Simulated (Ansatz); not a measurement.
# F on Cu(100): change of the work function, part 2 of 2

How does F on the hollow site change the work function of Cu(100) as the layer fills?

Ansatz 0.2.0; plane-wave DFT, PBE, Ansatz PAW.

So far, work function, upper face (eV): step 2 (the clean slab) 4.57; step 3 (17 atoms, coverage 0.25 ML, cell 2x2) 5.27.

**4. Adsorbate added, k-mesh 12×12×1, coverage 1 ML**

System of this step: Cu4F (F/Cu(100)). The cell holds 5 atoms: 4 Cu and 1 F. Cell: a = 2.553 Å, b = 2.553 Å, c = 24.147 Å, α = 90.0°, β = 90.0°, γ = 90.0°. Vacuum lies along c.

Another coverage, to see how the dipoles act on each other as their distance changes.

File input.yaml:

```yaml
crystal:
  lattice:
    - [2.5526554801, 0.0, 0.0]
    - [0.0, 2.5526554801, 0.0]
    - [0.0, 0.0, 24.1470893738]
  atoms:
    - { symbol: Cu, position: [0.5, 0.5, 0.3727157282] }
    - { symbol: Cu, position: [0.0, 0.0, 0.4474659382] }
    - { symbol: Cu, position: [0.5, 0.5, 0.5235136094] }
    - { symbol: Cu, position: [0.0, 0.0, 0.5970893307] }
    - { symbol: F, position: [0.5, 0.5, 0.6272842718] }
kpoints:
  mp_grid: { grid: [12, 12, 1] }
hamiltonian:
  xc: pbe
scf:
  occupations: { method: fermi_dirac, width: 0.1 }
  convergence: { dr2_threshold: 1.0e-08 }
efield:
  axis: 3
  dipole_correction: true
  ramp_position: 0.97
  ramp_width: 0.06
relax:
  f_tol: 0.02
  max_steps: 60
  constraints: [{ sites: [0, 1] }]
output:
  write_potential: true
  write_density: true
  volumetric_format: npy
```

The run is started by

```sh
$ ansatz run input.yaml --threads 4 --pin off --max-ram 6144MiB --backend cpu --events-out ev --progress --plain --runs-dir out
```

Elapsed: 28 s, on 4 threads of Intel Xeon Platinum 8375C at 2.90GHz (Ice Lake), shared host; peak memory 0.61 GiB.

The steps of the relaxation:

```
step  energy less that of the first step (eV)  largest force component (eV/Å)
   1                                   0.0000                          3.6535
   2                                  -0.4346                          2.4653
   3                                  -0.7630                          0.1664
   4                                  -0.7689                          0.0495
   5                                  -0.7690                          0.0178
```

The run keeps the 8 symmetry operations that it works with, so distortions that break them were not tested.

The atoms that moved most (Å):

```
atom     dx     dy      dz  length
  F5  0.000  0.000   0.444   0.444
 Cu4  0.000  0.000   0.040   0.040
 Cu3  0.000  0.000  -0.010   0.010
```

Final coordinates:

```
Cu F
1.0
     2.55266    0.00000    0.00000
     0.00000    2.55266    0.00000
     0.00000    0.00000   24.14709
Cu F
4 1
Direct
  0.50000 0.50000 0.37272
  0.00000 0.00000 0.44747
  0.50000 0.50000 0.52311
  0.00000 0.00000 0.59875
  0.50000 0.50000 0.64566
```

This step gave:

| Property | Result |
| --- | --- |
| energy at zero smearing | -27307.3360 eV |
| work function, upper face | 8.203 eV |
| work function, lower face | 4.530 eV |
| dipole along the normal | -0.1322 e·Å |
| step between the vacuum levels | 3.673 eV |

Running mean over 1.805 Å of the planar mean; the ramp of the sawtooth is left out. Electron's electrostatic potential energy less the Fermi level against z:

```
z (Å)  electron's electrostatic potential energy less the Fermi level (eV)
  3.0                                                                 4.53
  3.5                                                                 4.53
  4.0                                                                 4.53
  4.5                                                                 4.53
  5.0                                                                 4.53
  5.5                                                                 4.52
  6.0                                                                 4.49
  6.5                                                                 4.40
  7.0                                                                 4.06
  7.5                                                                 2.66
  8.0                                                                -1.46
  8.5                                                                -6.21
  9.0                                                                -8.30
  9.5                                                                -8.64
 10.0                                                                -8.73
 10.5                                                                -8.80
 11.0                                                                -8.76
 11.5                                                                -8.60
 12.0                                                                -8.55
 12.5                                                                -8.60
 13.0                                                                -8.46
 13.5                                                                -8.27
 14.0                                                                -8.26
 14.5                                                                -9.09
 15.0                                                                -8.59
 15.5                                                                -3.86
 16.0                                                                 1.14
 16.5                                                                 5.00
 17.0                                                                 7.64
 17.5                                                                 8.13
 18.0                                                                 8.19
 18.5                                                                 8.20
 19.0                                                                 8.20
 19.5                                                                 8.20
 20.0                                                                 8.20
 20.5                                                                 8.20
 21.0                                                                 8.20
```

The relaxation took 5 steps and lowered the energy by 0.77 eV; the largest force on the free atoms ends at 0.018 eV/Å.

The covered face has 8.20 eV, +3.63 eV against the clean one; the bare back face has moved by -0.05 eV, a measure of how thin the slab is.

**5. Work function against coverage**

This step: plane-wave DFT, PBE, Ansatz PAW; work function against coverage (Ansatz 0.2.0).

The runs are now put side by side.

Numbers from this step:

- work function of the clean face: 4.571 eV
- largest change of the work function: 3.632 eV

The work function of the covered face by coverage:

```
coverage (adsorbates/nm²)  work function of the covered face (eV)
                     0.00                                    4.57
                     3.84                                    5.27
                    15.35                                    8.20
```

The dipole per adsorbate comes from the change of the cell's dipole. Coverage, by row:

```
coverage (1/nm²)  coverage (ML)  work function (eV)  change (eV)  dipole per adsorbate, positive end outwards (debye)  mean height of the added atoms over the highest substrate atom (Å)
           3.837           0.25               5.275        0.704                                               -0.519                                                               1.285
           15.35              1               8.203        3.632                                               -0.637                                                               1.133
```

**6. Outcome**

| Property | Result |
| --- | --- |
| work function of the clean face | 4.57 eV |
| work function at 0.25 ML | 5.27 eV |
| work function at 1 ML | 8.20 eV |
| dipole per adsorbate at 0.25 ML, positive end outwards | -0.52 D |

F raises the work function of Cu(100) at the lowest coverage, by 0.70 eV: the adsorbate layer has its negative end outwards. The slab has 4 layers, at the tabulated experimental lattice constant, one starting site was run, and quantum-size effects of a slab this thin can reach one or two tenths of an eV.

[Logs are printed without paths, hosts, clocks, repeated set-up lines and the standing remarks that a program may print on its own settings, such as how far it seeks lower states.]

[Hosts, paths, dates, database ids (printed as entryN), source tags and the programs' standing remarks are cut or masked in the printed files.]

[Maps of the electrostatic potential energy from Ansatz leave out the sawtooth potential of an applied field or a dipole correction, so their vacuum need not be flat; planar profiles and work functions include it.]
